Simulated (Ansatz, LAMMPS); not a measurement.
# Compressing and expanding annealed Voronoi polycrystal of C with 5 % Si on C sites (3 grains at the start) (194 atoms), part 3 of 3

How stiff is annealed Voronoi polycrystal of C with 5 % Si on C sites (3 grains at the start) (194 atoms)?

Ansatz 0.2.0; Kohn-Sham DFT, PBE, PAW (set soft_2), plane waves.

The cell: 184 C and 10 Si. The starting topology of bonds comes from the classical model. Only the Γ point is sampled.

So far. Step 7 (Volume -6 %): The relaxation converged after 13 steps, 1.50 eV below its start, with a largest force component of 0.037 eV/Å. Step 7 (Volume -6 %): Volume -6 %: the energy stands 3.96 eV above that of the reference, at a pressure of 14.3 GPa.

### Step 8. Volume +6 %

The relaxed cell is scaled to another volume.

The input, input.yaml:

```yaml
crystal:
  lattice:
    - [13.81037, -0.17715, 0.07057]
    - [-0.13947, 10.59711, 0.2475]
    - [0.05935, 0.2644, 11.33122]
  atoms:
    [... the 194 atom lines of step 4 ...]
kpoints:
  mp_grid: { grid: [1, 1, 1] }
hamiltonian:
  xc: pbe
scf:
  occupations: { method: gaussian, width: 0.025 }
output:
  forces: true
  eigenvalues: true
  stress: true
relax:
  f_tol: 0.05
  max_steps: 70
```

The run is started by

```console
$ ansatz run input.yaml --threads 4 --pin off --max-ram 8192MiB --backend cpu --events-out ev --progress --plain --runs-dir out
```

Numbers of over 12 decimals in the logs are rounded to 6 here.

The log of the run:

```text
Warning: output.stress: scf.convergence.dr2_threshold = 1e-7 eV (the SCF's general default) is looser than the 1.08e-8 eV advised for a printed stress (1e-10 eV for each atom of the cell: 194, of which 108 are counted). What an SCF threshold leaves in a stress goes as its square root, and in the free energy as the threshold itself, and one threshold admits the most on a small cell: [...]
[...]
Pseudopotentials: kind: paw
Pseudopotential: C, paw, valence charge 4, recommended cutoff 420 eV (normal), C.paw.azcp
Pseudopotential: Si, paw, valence charge 4, recommended cutoff 420 eV (normal), Si.paw.azcp
[... 5 lines on functional and potentials left out ...]
Crystal: 194 atoms, lattice volume = 1657.091 Å³
Basis set: ecut = 420 eV, 32379 PW (Γ), exchange–correlation on 192×144×160 points (8 copies of the dense FFT grid, shifted against one another)
Bands: 582, of which v1, the nominal top of the filled ones, is band 388 counted from 1 (387 counted from 0)
Symmetry: 1 space group operations
Space group: P1 (ITA 1), of the structure as read, at distance tolerance 1.2e-4 Å
k-points: 1
[... 5 lines on functional and potentials left out ...]
Initial density: superposition of atomic densities (neutral atoms: chi_scale 0, normalization atom), corrected by the library's trained network
Initial wavefunctions: pseudopotential atomic-orbital guess
[...]
SCF iter   1: F=—  HF=-52383.088228 eV  |F-HF|=—  |Δ(HF+E_count)|=         —  Δρ=1.32e-2  dr2=5.40e0  ethr=1.77e-3  ⟨swp⟩=6.0  Hψ=2622  notcnv=0  defer=93
preconditioner: auto → Resta (q_TF=auto, 2.404 Å⁻¹)  ε∞=4.4  [insulator: Δε(μ)=0.231 eV  Ē_g=13.743 eV  σ=0.025 eV  W_gap=1.00  n_scr=380 (ndim 8)  ℏωp=25.4 eV  f_vac=0.019  D(μ)=0.00/eV (n_scr^D=0)  ε∞_Penn≈4.4]
[...]
SCF iter   9: F=—  HF=-52382.269852 eV  |F-HF|=—  |Δ(HF+E_count)|=   2.18e-4  Δρ=8.44e-5  dr2=2.32e-4  ethr=1.18e-7  ⟨swp⟩=2.0  Hψ=593  notcnv=0  defer=185
SCF iter  10: F=-52382.269908 eV  HF=-52382.269918 eV  |F-HF|=1.01e-5  |Δ(HF+E_count)|=   6.63e-5  Δρ=4.00e-5  dr2=4.99e-5  ethr=8.05e-9  ⟨swp⟩=16.0  Hψ=3678  notcnv=0
SCF 1 converged in 10 iterations: F = -52382.269908 eV  dr2 = 4.99e-5
[...]
relax step   1: F+E_penalty+E_count = -52382.26990793 eV  Δ(F+E_penalty+E_count) = +0.000e0 eV  max|allowed force component| = 8.562e-1 eV/Å  Δτ_max = 0.0000 Å  (10 SCF iters, dr2 threshold 6.25e-5 eV, accepted)
[...]
relax step   2: F+E_penalty+E_count = -52383.13255145 eV  Δ(F+E_penalty+E_count) = -8.626e-1 eV  max|allowed force component| = 5.889e-1 eV/Å  Δτ_max = 0.0840 Å  (9 SCF iters, dr2 threshold 4.58e-5 eV, accepted)
[...]
relax step   5: F+E_penalty+E_count = -52383.41183779 eV  Δ(F+E_penalty+E_count) = -2.346e-2 eV  max|allowed force component| = 2.289e-1 eV/Å  Δτ_max = 0.0189 Å  (8 SCF iters, dr2 threshold 1.52e-5 eV, accepted)
[...]
relax step   9: F+E_penalty+E_count = -52383.49639213 eV  Δ(F+E_penalty+E_count) = -2.968e-2 eV  max|allowed force component| = 9.051e-1 eV/Å  Δτ_max = 0.1966 Å  (9 SCF iters, dr2 threshold 6.18e-5 eV, accepted)
[...]
Step cancelled. What follows is not a result of the run: it is the report of the last solve that finished, which converged after 9 SCF iterations.
Free energy (F): -52383.496392 eV
Harris-Foulkes:  -52383.496425 eV  (|F-HF|=3.25e-5)
Internal energy: -52383.474001 eV  (E = F + TS)
E sigma→0 (E₀):  -52383.485196 eV
Entropy (-TS):   -0.022392 eV (-0.115 meV/atom)
Fermi energy:    8.125616 eV
--- Per-component energies (eV) ---
[...]
Σ components = -52383.496392   (vs F -52383.496392, Δ=0.00e0)
--- Forces (eV/Å), atoms counted from 1 ---
  atom   1  C     -0.10884030    -0.08386831     0.08644259
  atom   2  C     -0.01344150    -0.10117995     0.06134636
  atom   3  C     -0.10968470    -0.00060447    -0.04150008
  atom   4  C      0.00111071     0.03541403     0.00458107
[...]
atom 194  C      0.06674077     0.06407635    -0.05004500
  max |Σ_I F_I| component: 1.33e-3 eV/Å
--- Band table (eV) ---
  k-point 0: bands = ["-11.9805", "-11.5442", "-11.5056", "-11.1276", [... 566 levels ...], "16.7761", "16.7844", "16.8033", "16.8222", "16.8492", "16.8774", "16.9182", "16.9324", "16.9706", "17.0059", "17.0197", "17.0330"]
End of that report.
Error: SIGTERM received: cancelled by the caller after 5 completed SCF iterations
```

It took 4 min on 4 threads of Intel Xeon Platinum 8223CL at 3.00GHz (Skylake/Cascade Lake), shared host; peak memory 2.7 GiB.

The relaxation was stopped at its limit after 9 steps, 1.23 eV below its start, with a largest force component of 0.91 eV/Å.

Volume +6 %: the energy stands 3.37 eV above that of the reference.

### Step 9. Volume -10 %

The relaxed cell is scaled to another volume.

Input and log are left out; they have the form of those shown for this kind of step.

Elapsed: 3 min, on 4 threads of Intel Xeon Platinum 8223CL at 3.00GHz (Skylake/Cascade Lake), shared host; peak memory 2.4 GiB.

The relaxation was stopped at its limit after 8 steps, 4.71 eV below its start, with a largest force component of 0.40 eV/Å.

Volume -10 %: the energy stands 11.6 eV above that of the reference.

### Step 10. Pressure against volume

Atoms are relaxed at each volume, in the scaled cell.

| volume change (%) | volume (Å³/atom) | energy change (meV/atom) | pressure (GPa) | largest move on relaxing (Å) | bonds |
| --- | --- | --- | --- | --- | --- |
| -6 | 7.575 | 20.43 | 14.32 | 0.18 | - |
| -3 | 7.816 | 4.61 | 6.70 | 0.17 | - |
| +0 | 8.058 | 0.00 | -0.07 | - | - |
| +3 | 8.300 | 4.67 | -6.02 | 0.08 | - |

### Step 11. Outcome

The bulk modulus, from the slope of pressure against ln V over the three points nearest the relaxed volume, is 212 GPa; a quadratic over all points gives a pressure derivative of about 3.2.

**Limits.** Strains are finite and relaxations stop at the force tolerance of the input, which can leave moduli too stiff; they are those of a static cell at zero temperature. Volumes are changed with the cell's shape held, so in an anisotropic solid the modulus lies over the one under free hydrostatic load. The first relaxation stopped at its limit, so the strained cells go on relaxing towards a minimum that it hadn't reached. The program notes that the SCF threshold of the relaxations is loose for the stress. Only 19 % of the atoms keep four neighbours, so the anneal has largely destroyed the diamond-type grains; the name gives the cell as built.

The DFT runs together took 42 min of wall time.

[Logs are printed without paths, hosts, clocks, repeated set-up lines and the standing remarks that a program may print on its own settings, such as how far it seeks lower states.]

[Hosts, paths, dates, database ids (printed as entryN), source tags and the programs' standing remarks are cut or masked in the printed files.]
